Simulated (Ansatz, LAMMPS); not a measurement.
**What do other settings change for amorphous 57SiO2-30PbO-13Na2O (mol %) (62 atoms)?**

Density of this cell: 4.30 g/cm³. The cell holds 62 atoms: 13 Si, 7 Pb, 6 Na and 36 O. Cell: a = 9.922 Å, b = 9.922 Å, c = 9.922 Å, α = 90.0°, β = 90.0°, γ = 90.0°. 62 atoms (13 Si, 7 Sr, 6 Na, 36 O) placed at random at 2.95 g/cm³, melted at 5000 K for 10 ps at fixed volume with the Morse and Coulomb pair potential with partial charges (Pedone, Malavasi, Menziani, Cormack and Segre, J. Phys. Chem. B 110, 11780 (2006)). Quenched from 5000 K to 300 K at 10 K/ps and fixed volume, held 5 ps, then minimised at fixed cell. Then Sr was replaced by Pb and the cell scaled by 1.008 (the potential has no terms for the new elements, so the cell is a start for a DFT relaxation).

Geometry: as built.

Reference run: Kohn-Sham DFT, PBE, PAW (set soft_2), plane waves (Ansatz 0.2.0), cutoff 750 eV, k-mesh 2×2×2, fermi-dirac smearing of 0.025 eV.

| Property | Result |
| --- | --- |
| r.m.s. force component | 0.8773 eV/Å |
| gap (highest filled to lowest empty level) | 2.312 eV |
| SCF cycles | 10 |
| time | 92 s on 4 threads of Arm Neoverse V2, shared host |

Q: Estimate how much each variant changes the results, and its time and memory.
- support functions medium
- support functions low
- support functions medium, radius 3.68 Å
- support functions medium, radius 3.99 Å

Each row is set against the run with plane waves at 750 eV (Kohn-Sham DFT, PBE, PAW (set soft_2), plane waves; r.m.s. force component 0.877 eV/Å). Energies are set beside the reference only for runs with its functional, potentials and electron count. Times are for 4 threads of Arm Neoverse V2, shared host.

| run | Δ force, r.m.s. (meV/Å) | share of r.m.s. force (%) | Δ energy (meV/atom) | Δ gap (eV) | cycles | time | host memory (GiB) |
| --- | --- | --- | --- | --- | --- | --- | --- |
| reference | - | - | - | - | 10 | 92 s | 5.3 |
| support functions medium | 0.345 | 0.0394 | -0.770 | -3.0e-4 | 15 | 94 s | 3.1 |
| support functions low | 0.442 | 0.0504 | -0.765 | -4.0e-4 | 13 | 72 s | 2.6 |
| support functions medium, radius 3.68 Å | 0.412 | 0.047 | -0.766 | -2.0e-4 | 15 | 88 s | 3.0 |
| support functions medium, radius 3.99 Å | 0.255 | 0.029 | -0.770 | -3.0e-4 | 15 | 1.8 min | 3.4 |

Among numerical settings the force difference runs from 0.26 meV/Å (support functions medium, radius 3.99 Å) to 0.44 meV/Å (support functions low). At 62 atoms the fastest of the runs at a preset level, support functions low, takes 0.78 times the time of plane waves, in 13 SCF cycles against 10. Differences between support functions and plane waves include what basis error the plane-wave run still has. As the radius goes from 3.68 to 3.99 Å, the force difference goes from 0.41 to 0.26 meV/Å, and the time from 88 s to 1.8 min. 

[Hosts, paths, dates, database ids (printed as entryN), source tags and the programs' standing remarks are cut or masked in the printed files.]
